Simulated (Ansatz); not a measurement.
# Ca on Cu(111): change of the work function, part 2 of 5

Wanted: Δφ(θ) for Ca/Cu(111), starting from the top site.

Ansatz 0.2.0; plane-wave DFT, RPBE, Ansatz PAW (the session's first sound run).

So far, work function, upper face (eV): step 2 (the clean slab) 4.67.

### 3. Adsorbate added, k-mesh 5×5×1, coverage 0.111 ML

System of this step: Ca/Cu(111). The cell holds 37 atoms: 36 Cu and 1 Ca. Cell: a = 7.658 Å, b = 7.658 Å, c = 27.580 Å, α = 90.0°, β = 90.0°, γ = 60.0°. Vacuum lies along c.

The clean slab as it ended is repeated in the plane and the adsorbate is set on one face; the cell's size fixes the coverage, and the k-mesh shrinks with it to keep the sampling density about even. Adsorbate and upper layers relax, since the dipole depends on the height.

The input, input.yaml:

```yaml
crystal:
  lattice:
    - [7.6579664403, 1.0e-10, 0.0]
    - [3.8289832201, 6.6319934787, 0.0]
    - [0.0, 0.0, 27.5799600859]
  atoms:
    - { symbol: Cu, position: [0.0, 0.0, 0.326323895] }
    - { symbol: Cu, position: [0.1111111111, 0.1111111111, 0.4018945074] }
    - { symbol: Cu, position: [0.2222222222, 0.2222222222, 0.4792993279] }
    - { symbol: Cu, position: [0.0, 0.0, 0.556417052] }
    - { symbol: Cu, position: [0.0, 0.3333333333, 0.326323895] }
    - { symbol: Cu, position: [0.1111111111, 0.4444444444, 0.4018945074] }
    - { symbol: Cu, position: [0.2222222222, 0.5555555556, 0.4792993279] }
    - { symbol: Cu, position: [0.0, 0.3333333333, 0.556417052] }
    - { symbol: Cu, position: [0.0, 0.6666666667, 0.326323895] }
    - { symbol: Cu, position: [0.1111111111, 0.7777777778, 0.4018945074] }
    - { symbol: Cu, position: [0.2222222222, 0.8888888889, 0.4792993279] }
    - { symbol: Cu, position: [0.0, 0.6666666667, 0.556417052] }
    - { symbol: Cu, position: [0.3333333333, 0.0, 0.326323895] }
    - { symbol: Cu, position: [0.4444444444, 0.1111111111, 0.4018945074] }
    - { symbol: Cu, position: [0.5555555556, 0.2222222222, 0.4792993279] }
    - { symbol: Cu, position: [0.3333333333, 0.0, 0.556417052] }
    - { symbol: Cu, position: [0.3333333333, 0.3333333333, 0.326323895] }
    - { symbol: Cu, position: [0.4444444444, 0.4444444444, 0.4018945074] }
    - { symbol: Cu, position: [0.5555555556, 0.5555555556, 0.4792993279] }
    - { symbol: Cu, position: [0.3333333333, 0.3333333333, 0.556417052] }
    - { symbol: Cu, position: [0.3333333333, 0.6666666667, 0.326323895] }
    - { symbol: Cu, position: [0.4444444444, 0.7777777778, 0.4018945074] }
    - { symbol: Cu, position: [0.5555555556, 0.8888888889, 0.4792993279] }
    - { symbol: Cu, position: [0.3333333333, 0.6666666667, 0.556417052] }
    - { symbol: Cu, position: [0.6666666667, 0.0, 0.326323895] }
    - { symbol: Cu, position: [0.7777777778, 0.1111111111, 0.4018945074] }
    - { symbol: Cu, position: [0.8888888889, 0.2222222222, 0.4792993279] }
    - { symbol: Cu, position: [0.6666666667, 0.0, 0.556417052] }
    - { symbol: Cu, position: [0.6666666667, 0.3333333333, 0.326323895] }
    - { symbol: Cu, position: [0.7777777778, 0.4444444444, 0.4018945074] }
    - { symbol: Cu, position: [0.8888888889, 0.5555555556, 0.4792993279] }
    - { symbol: Cu, position: [0.6666666667, 0.3333333333, 0.556417052] }
    - { symbol: Cu, position: [0.6666666667, 0.6666666667, 0.326323895] }
    - { symbol: Cu, position: [0.7777777778, 0.7777777778, 0.4018945074] }
    - { symbol: Cu, position: [0.8888888889, 0.8888888889, 0.4792993279] }
    - { symbol: Cu, position: [0.6666666667, 0.6666666667, 0.556417052] }
    - { symbol: Ca, position: [0.0, 0.0, 0.673676105] }
kpoints:
  mp_grid: { grid: [5, 5, 1] }
hamiltonian:
  xc: rpbe
scf:
  occupations: { method: fermi_dirac, width: 0.1 }
  convergence: { dr2_threshold: 1.0e-08 }
efield:
  axis: 3
  dipole_correction: true
  ramp_position: 0.97
  ramp_width: 0.06
relax:
  f_tol: 0.02
  max_steps: 60
  constraints:
    - { sites: [0, 1, 4, 5, 8, 9, 12, 13, 16, 17, 20, 21, 24, 25, 28, 29, 32, 33] }
output:
  bader: true
  write_potential: true
  write_density: true
  volumetric_format: npy
```

Command:

```bash
$ ansatz run input.yaml --threads 4 --pin off --max-ram 12288MiB --backend cpu --events-out ev --progress --plain --runs-dir out
```

Numbers of over 12 decimals in the logs are rounded to 6 here.

The program printed:

```text
[...]
Crystal: 37 atoms, lattice volume = 1400.720 Å³
Basis set: ecut = 420 eV, 27315 PW (Γ), exchange–correlation on 108×108×384 points (8 copies of the dense FFT grid, shifted against one another)
Bands: 417, of which v1, the nominal top of the filled ones, is band 347 counted from 1 (346 counted from 0)
Symmetry: 6 space group operations
[...]
k-points: 5 of 25 (time reversal used)
[...]
SCF iter   1: F=—  HF=-240507.240990 eV  |F-HF|=—  |Δ(HF+E_count)|=         —  Δρ=4.99e-3  dr2=9.47e0  ethr=1.77e-3  p=0.794 e·Å  D=1.03e-1 V/Å  ΔV_dip=-2.83 eV  dr2_dipole=5.88e0  V_vac-E_F(+/−)=1.94/4.77 eV  ⟨swp⟩=8.2  Hψ=8886  notcnv=0  defer=148
[...]
SCF iter  16: F=-240506.885329 eV  HF=-240506.885329 eV  |F-HF|=5.06e-9  |Δ(HF+E_count)|=   2.71e-9  Δρ=6.54e-7  dr2=4.75e-9  ethr=1.44e-12  p=0.515 e·Å  D=6.66e-2 V/Å  ΔV_dip=-1.84 eV  dr2_dipole=2.79e-11  V_vac-E_F(+/−)=2.82/4.66 eV  ⟨swp⟩=9.2  Hψ=13138  notcnv=0
SCF 1 converged in 16 iterations: F = -240506.885329 eV  dr2 = 4.75e-9
[...]
relax step   1: F+E_penalty+E_count = -240506.88532900 eV  Δ(F+E_penalty+E_count) = +0.000e0 eV  max|allowed force component| = 1.218e0 eV/Å  Δτ_max = 0.0000 Å  (16 SCF iters, accepted)
[...]
SCF iter  14: F=-240507.129561 eV  HF=-240507.129561 eV  |F-HF|=1.28e-8  |Δ(HF+E_count)|=   1.57e-9  Δρ=4.46e-7  dr2=4.51e-9  ethr=1.44e-12  p=0.552 e·Å  D=7.14e-2 V/Å  ΔV_dip=-1.97 eV  dr2_dipole=1.35e-10  V_vac-E_F(+/−)=2.70/4.66 eV  ⟨swp⟩=9.2  Hψ=13212  notcnv=0
SCF 2 converged in 14 iterations: F = -240507.129561 eV  dr2 = 4.51e-9
relax step   2: F+E_penalty+E_count = -240507.12956097 eV  Δ(F+E_penalty+E_count) = -2.442e-1 eV  max|allowed force component| = 1.271e0 eV/Å  Δτ_max = 0.1958 Å  (14 SCF iters, accepted)
SCF iter   1: F=—  HF=-240507.401841 eV  |F-HF|=—  |Δ(HF+E_count)|=         —  Δρ=1.63e-3  dr2=8.41e-2  ethr=1.33e-4  p=0.552 e·Å  D=7.14e-2 V/Å  ΔV_dip=-1.97 eV  dr2_dipole=1.58e-2  V_vac-E_F(+/−)=2.70/4.67 eV  ⟨swp⟩=6.6  Hψ=7431  notcnv=0  defer=181
[...]
SCF iter  13: F=-240507.387311 eV  HF=-240507.387311 eV  |F-HF|=2.04e-10  |Δ(HF+E_count)|=   6.00e-9  Δρ=5.39e-7  dr2=6.88e-9  ethr=1.44e-12  p=0.597 e·Å  D=7.71e-2 V/Å  ΔV_dip=-2.13 eV  dr2_dipole=3.22e-10  V_vac-E_F(+/−)=2.54/4.67 eV  ⟨swp⟩=9.0  Hψ=13465  notcnv=0
SCF 3 converged in 13 iterations: F = -240507.387311 eV  dr2 = 6.88e-9
relax step   3: F+E_penalty+E_count = -240507.38731113 eV  Δ(F+E_penalty+E_count) = -2.578e-1 eV  max|allowed force component| = 1.179e0 eV/Å  Δτ_max = 0.1939 Å  (13 SCF iters, accepted)
[...]
relax step   4: F+E_penalty+E_count = -240507.60300034 eV  Δ(F+E_penalty+E_count) = -2.157e-1 eV  max|allowed force component| = 8.154e-1 eV/Å  Δτ_max = 0.1950 Å  (12 SCF iters, accepted)
[...]
relax step   5: F+E_penalty+E_count = -240507.74241006 eV  Δ(F+E_penalty+E_count) = -1.394e-1 eV  max|allowed force component| = 4.435e-1 eV/Å  Δτ_max = 0.1950 Å  (14 SCF iters, accepted)
[...]
relax step   6: F+E_penalty+E_count = -240507.82050550 eV  Δ(F+E_penalty+E_count) = -7.810e-2 eV  max|allowed force component| = 1.293e-1 eV/Å  Δτ_max = 0.2000 Å  (14 SCF iters, accepted)
[...]
relax step   7: F+E_penalty+E_count = -240507.82360315 eV  Δ(F+E_penalty+E_count) = -3.098e-3 eV  max|allowed force component| = 2.522e-2 eV/Å  Δτ_max = 0.0170 Å  (11 SCF iters, accepted)
SCF iter   1: F=—  HF=-240507.823337 eV  |F-HF|=—  |Δ(HF+E_count)|=         —  Δρ=1.54e-4  dr2=2.57e-4  ethr=2.59e-7  p=0.698 e·Å  D=9.02e-2 V/Å  ΔV_dip=-2.49 eV  dr2_dipole=4.21e-5  V_vac-E_F(+/−)=2.19/4.67 eV  ⟨swp⟩=3.0  Hψ=4253  notcnv=0  defer=210
[...]
SCF iter   9: F=-240507.823710 eV  HF=-240507.823710 eV  |F-HF|=9.08e-9  |Δ(HF+E_count)|=   3.04e-8  Δρ=3.19e-7  dr2=1.49e-9  ethr=1.44e-12  p=0.698 e·Å  D=9.02e-2 V/Å  ΔV_dip=-2.49 eV  dr2_dipole=3.95e-10  V_vac-E_F(+/−)=2.19/4.67 eV  ⟨swp⟩=9.0  Hψ=13525  notcnv=0
SCF 8 converged in 9 iterations: F = -240507.823710 eV  dr2 = 1.49e-9
relax step   8: F+E_penalty+E_count = -240507.82371048 eV  Δ(F+E_penalty+E_count) = -1.073e-4 eV  max|allowed force component| = 3.401e-3 eV/Å  Δτ_max = 0.0029 Å  (9 SCF iters, accepted)
NSCF: frozen V_eff on 5 k-points
[...]
WARN: The output density's exchange-correlation potential varies sharply where the density is thin. Do not read a vacuum level from v_tot or v_xc, or from such a field of the output density. On a cell that repeats whose density bears no net charge and no dipole along the vacuum's axis use v_es (v_loc + v_h of the components); under efield.dipole_correction with no amplitude use v_es + v_field, which holds any externa [...]
SCF converged after 9 iterations
Free energy (F): -240507.823710 eV
[...]
Internal energy: -240507.338076 eV  (E = F + TS)
E sigma→0 (E₀):  -240507.580893 eV
Entropy (-TS):   -0.485635 eV (-13.125 meV/atom)
Fermi energy:    3.063715 eV
Dipole field:    D = 0.090153 V/Å  (p = 0.697860 e·Å, saw-weighted, corrected)
Work function:   Φ+ = 2.1868 eV   Φ− = 4.6733 eV
[...]
--- Forces (eV/Å), atoms counted from 1 ---
  atom   1  Cu     0.00000000     0.00000000    -0.18094296
  atom   2  Cu     0.06416260     0.03704430     0.06849891
  atom   3  Cu     0.00012189     0.00007038    -0.00007508
  atom   4  Cu    -0.00000000     0.00000000     0.00152765
  atom   5  Cu     0.00187180     0.00470042    -0.16490153
  atom   6  Cu    -0.00555891     0.00320944     0.28932910
  atom   7  Cu     0.00000000    -0.00014075    -0.00007508
  atom   8  Cu     0.00153110     0.00304288    -0.00022396
  atom   9  Cu    -0.00313479    -0.00397124    -0.16490153
  atom  10  Cu     0.00000000    -0.07408859     0.06849891
  atom  11  Cu    -0.00004501     0.00002598    -0.00063084
  atom  12  Cu    -0.00186966    -0.00284741    -0.00022396
  atom  13  Cu     0.00500659    -0.00072919    -0.16490153
  atom  14  Cu     0.00000000    -0.00641888     0.28932910
  atom  15  Cu    -0.00012189     0.00007038    -0.00007508
  atom  16  Cu     0.00340076    -0.00019547    -0.00022396
  atom  17  Cu     0.00000000     0.00000000    -0.14960232
  atom  18  Cu     0.00555891     0.00320944     0.28932910
  atom  19  Cu    -0.00021739    -0.00012551     0.00059556
  atom  20  Cu    -0.00000000     0.00000000     0.00045812
  atom  21  Cu     0.00313479    -0.00397124    -0.16490153
  atom  22  Cu     0.08178277    -0.04721730     0.13674604
  atom  23  Cu    -0.00000000     0.00025102     0.00059556
  atom  24  Cu     0.00186966    -0.00284741    -0.00022396
  atom  25  Cu    -0.00500659    -0.00072919    -0.16490153
  atom  26  Cu    -0.06416260     0.03704430     0.06849891
  atom  27  Cu     0.00000000    -0.00005197    -0.00063084
  atom  28  Cu    -0.00340076    -0.00019547    -0.00022396
  atom  29  Cu    -0.00187180     0.00470042    -0.16490153
  atom  30  Cu    -0.00000000     0.09443461     0.13674604
  atom  31  Cu     0.00021739    -0.00012551     0.00059556
  atom  32  Cu    -0.00153110     0.00304288    -0.00022396
  atom  33  Cu     0.00000000     0.00000000    -0.16336724
  atom  34  Cu    -0.08178277    -0.04721730     0.13674604
  atom  35  Cu     0.00004501     0.00002598    -0.00063084
  atom  36  Cu    -0.00000000     0.00000000     0.00010617
  atom  37  Ca     0.00000000     0.00000000    -0.00077388
  max |Σ_I F_I| component: 4.37e-5 eV/Å
--- Band table (eV; the first three rows and the last of 5) ---
  k-point 0: bands = [... 343 lower, 1.5341, 2.3875, 2.4930, 2.4930, 2.5322, 2.5579, 2.5579, 2.6406, ... 66 higher]
  k-point 1: bands = [... 343 lower, 1.9837, 2.1193, 2.3253, 2.3265, 2.8278, 3.0969, 3.1043, 3.4407, ... 66 higher]
  k-point 2: bands = [... 343 lower, 2.5789, 2.9097, 2.9101, 2.9819, 3.3734, 3.5037, 3.5293, 3.5338, ... 66 higher]
  k-point 4: bands = [... 343 lower, 2.9201, 2.9443, 3.0408, 3.1620, 3.3359, 3.4904, 3.4950, 3.8132, ... 66 higher]
--- Relaxed structure (8 steps of the walk, 8 accepted, 0 SCFs on fresh bases) ---
  F+E_penalty+E_count = -240507.82371048 eV   max|allowed force component| = 3.401e-3 eV/Å
  atoms:
    - { symbol: Cu, position: [0.0, 0.0, 0.326324] }
    - { symbol: Cu, position: [0.1111111111, 0.111111, 0.401895] }
    - { symbol: Cu, position: [0.222059, 0.222059, 0.480713] }
    - { symbol: Cu, position: [-7.448706993587077e-19, 4.0700491914152504e-18, 0.546737] }
    - { symbol: Cu, position: [2.7755575615628914e-17, 0.333333, 0.326324] }
    - { symbol: Cu, position: [0.111111, 0.444444, 0.401895] }
    - { symbol: Cu, position: [0.222059, 0.555883, 0.480713] }
    - { symbol: Cu, position: [-0.00038292, 0.331651, 0.559566] }
    - { symbol: Cu, position: [0.0, 0.666667, 0.326324] }
    - { symbol: Cu, position: [0.111111, 0.7777777778, 0.401895] }
    - { symbol: Cu, position: [0.227453, 0.886274, 0.477183] }
    - { symbol: Cu, position: [-0.00038292, 0.668731, 0.559566] }
    - { symbol: Cu, position: [0.333333, 0, 0.326324] }
    - { symbol: Cu, position: [0.444444, 0.111111, 0.401895] }
    - { symbol: Cu, position: [0.555883, 0.222059, 0.480713] }
    - { symbol: Cu, position: [0.331651, -0.00038292, 0.559566] }
    - { symbol: Cu, position: [0.333333, 0.333333, 0.326324] }
    - { symbol: Cu, position: [0.444444, 0.444444, 0.401895] }
    - { symbol: Cu, position: [0.555475, 0.555475, 0.480767] }
    - { symbol: Cu, position: [0.333333, 0.333333, 0.558655] }
    - { symbol: Cu, position: [0.333333, 0.666667, 0.326324] }
    - { symbol: Cu, position: [0.444444, 0.777778, 0.401895] }
    - { symbol: Cu, position: [0.555475, 0.889051, 0.480767] }
    - { symbol: Cu, position: [0.331651, 0.668731, 0.559566] }
    - { symbol: Cu, position: [0.666667, 0, 0.326324] }
    - { symbol: Cu, position: [0.7777777778, 0.111111, 0.401895] }
    - { symbol: Cu, position: [0.886274, 0.227453, 0.477183] }
    - { symbol: Cu, position: [0.668731, -0.00038292, 0.559566] }
    - { symbol: Cu, position: [0.666667, 0.333333, 0.326324] }
    - { symbol: Cu, position: [0.777778, 0.444444, 0.401895] }
    - { symbol: Cu, position: [0.889051, 0.555475, 0.480767] }
    - { symbol: Cu, position: [0.668731, 0.331651, 0.559566] }
    - { symbol: Cu, position: [0.666667, 0.666667, 0.326324] }
    - { symbol: Cu, position: [0.777778, 0.7777777778, 0.401895] }
    - { symbol: Cu, position: [0.886274, 0.886274, 0.477183] }
    - { symbol: Cu, position: [0.666667, 0.666667, 0.558897] }
    - { symbol: Ca, position: [-2.722139496049392e-18, 1.4874046816922683e-17, 0.638301] }
--- Bader charges: 37 sites ---
  site symbol  charge [e]  shift [e]
     0     Cu     -0.0209     0.0002
     1     Cu      0.0235     0.0002
     2     Cu      0.0208     0.0001
     3     Cu     -0.2880     0.0002
     4     Cu     -0.0228     0.0002
     5     Cu      0.0278     0.0002
     6     Cu      0.0208     0.0001
     7     Cu     -0.1504     0.0000
     8     Cu     -0.0228     0.0002
     9     Cu      0.0235     0.0002
    10     Cu      0.0033     0.0000
    11     Cu     -0.1505     0.0000
    12     Cu     -0.0228     0.0002
    13     Cu      0.0278     0.0002
    14     Cu      0.0208     0.0001
    15     Cu     -0.1505     0.0000
    16     Cu     -0.0198     0.0001
    17     Cu      0.0278     0.0002
    18     Cu      0.0123     0.0000
    19     Cu     -0.0503     0.0001
    20     Cu     -0.0228     0.0002
    21     Cu      0.0203     0.0001
    22     Cu      0.0124     0.0000
    23     Cu     -0.1504     0.0000
    24     Cu     -0.0228     0.0002
    25     Cu      0.0235     0.0002
    26     Cu      0.0033     0.0000
    27     Cu     -0.1505     0.0000
    28     Cu     -0.0228     0.0002
    29     Cu      0.0203     0.0001
    30     Cu      0.0123     0.0000
    31     Cu     -0.1504     0.0000
    32     Cu     -0.0236     0.0002
    33     Cu      0.0203     0.0001
    34     Cu      0.0033     0.0000
    35     Cu     -0.0563     0.0001
    36     Ca      1.1742     0.0000
  estimated error of the sums over rays = 3.3e-4 e
```

Run time: 31 min. Hardware: 4 threads of Arm Neoverse V1, shared host; peak memory 8.5 GiB; 2.1 h of CPU time.

The steps of the relaxation:

```csv
step,energy less that of the first step (eV),largest force component (eV/Å)
1,0.0000,1.2180
2,-0.2442,1.2711
3,-0.5020,1.1786
4,-0.7177,0.8154
5,-0.8571,0.4435
6,-0.9352,0.1293
7,-0.9383,0.0252
8,-0.9384,0.0034
```

The run keeps the 6 symmetry operations that it works with, so distortions that break them were not tested.

The atoms that moved most (Å):

```csv
atom,dx,dy,dz,length
Ca37,0.000,0.000,-0.976,0.976
Cu4,0.000,0.000,-0.267,0.267
Cu12,0.005,0.014,0.087,0.088
Cu24,-0.005,0.014,0.087,0.088
Cu32,0.009,-0.011,0.087,0.088
Cu16,-0.014,-0.003,0.087,0.088
Cu8,-0.009,-0.011,0.087,0.088
Cu28,0.014,-0.003,0.087,0.088
```

Final coordinates:

```xyz
37
Lattice="7.6580 0.0000 0.0000 3.8290 6.6320 0.0000 0.0000 0.0000 27.5800" Properties=species:S:1:pos:R:3
Cu    0.0000    0.0000    9.0000
Cu    1.2763    0.7369   11.0842
Cu    2.5508    1.4727   13.2580
Cu    0.0000    0.0000   15.0790
Cu    1.2763    2.2107    9.0000
Cu    2.5527    2.9476   11.0842
Cu    3.8290    3.6866   13.2580
Cu    1.2670    2.1995   15.4328
Cu    2.5527    4.4213    9.0000
Cu    3.8290    5.1582   11.0842
Cu    5.1354    5.8778   13.1607
Cu    2.5576    4.4350   15.4328
Cu    2.5527    0.0000    9.0000
Cu    3.8290    0.7369   11.0842
Cu    5.1072    1.4727   13.2580
Cu    2.5383   -0.0025   15.4328
Cu    3.8290    2.2107    9.0000
Cu    5.1053    2.9476   11.0842
Cu    6.3807    3.6839   13.2595
Cu    3.8290    2.2107   15.4077
Cu    5.1053    4.4213    9.0000
Cu    6.3816    5.1582   11.0842
Cu    7.6580    5.8962   13.2595
Cu    5.1003    4.4350   15.4328
Cu    5.1053    0.0000    9.0000
Cu    6.3816    0.7369   11.0842
Cu    7.6580    1.5085   13.1607
Cu    5.1197   -0.0025   15.4328
Cu    6.3816    2.2107    9.0000
Cu    7.6580    2.9476   11.0842
Cu    8.9352    3.6839   13.2595
Cu    6.3910    2.1995   15.4328
Cu    7.6580    4.4213    9.0000
Cu    8.9343    5.1582   11.0842
Cu   10.1806    5.8778   13.1607
Cu    7.6580    4.4213   15.4144
Ca    0.0000    0.0000   17.6043
```

Numbers from this step:

```yaml
energy_at_zero_smearing: -240507.5809 eV
work_function_upper_face: 2.187 eV
work_function_lower_face: 4.673 eV
dipole_along_the_normal: 0.6979 e·Å
step_between_the_vacuum_levels: -2.486 eV
```

Running mean over 2.084 Å of the planar mean; the ramp of the sawtooth is left out. Table of electron's electrostatic potential energy less the Fermi level by z:

```csv
z (Å),electron's electrostatic potential energy less the Fermi level (eV)
3.5,4.67
4.0,4.67
4.5,4.67
5.0,4.67
5.5,4.66
6.0,4.62
6.5,4.48
7.0,3.98
7.5,1.91
8.0,-2.82
8.5,-7.15
9.0,-8.57
9.5,-8.77
10.0,-8.83
10.5,-8.88
11.0,-8.90
11.5,-8.71
12.0,-8.37
12.5,-8.44
13.0,-8.78
13.5,-8.78
14.0,-8.26
14.5,-8.06
15.0,-8.43
15.5,-8.45
16.0,-6.80
16.5,-3.01
17.0,0.141
17.5,0.904
18.0,0.875
18.5,1.12
19.0,1.62
19.5,1.94
20.0,2.07
20.5,2.13
21.0,2.16
21.5,2.18
22.0,2.18
22.5,2.18
23.0,2.19
23.5,2.19
24.0,2.19
```

The relaxation took 8 steps and lowered the energy by 0.94 eV; the largest force on the free atoms ends at 0.0034 eV/Å.

The covered face has 2.19 eV, -2.48 eV against the clean one; the bare back face has moved by +0.02 eV, a measure of how thin the slab is.

(Part 2 of 5 ends here.)

[Logs are printed without paths, hosts, clocks, repeated set-up lines and the standing remarks that a program may print on its own settings, such as how far it seeks lower states.]

[Hosts, paths, dates, database ids (printed as entryN), source tags and the programs' standing remarks are cut or masked in the printed files.]

[Maps of the electrostatic potential energy from Ansatz leave out the sawtooth potential of an applied field or a dipole correction, so their vacuum need not be flat; planar profiles and work functions include it.]
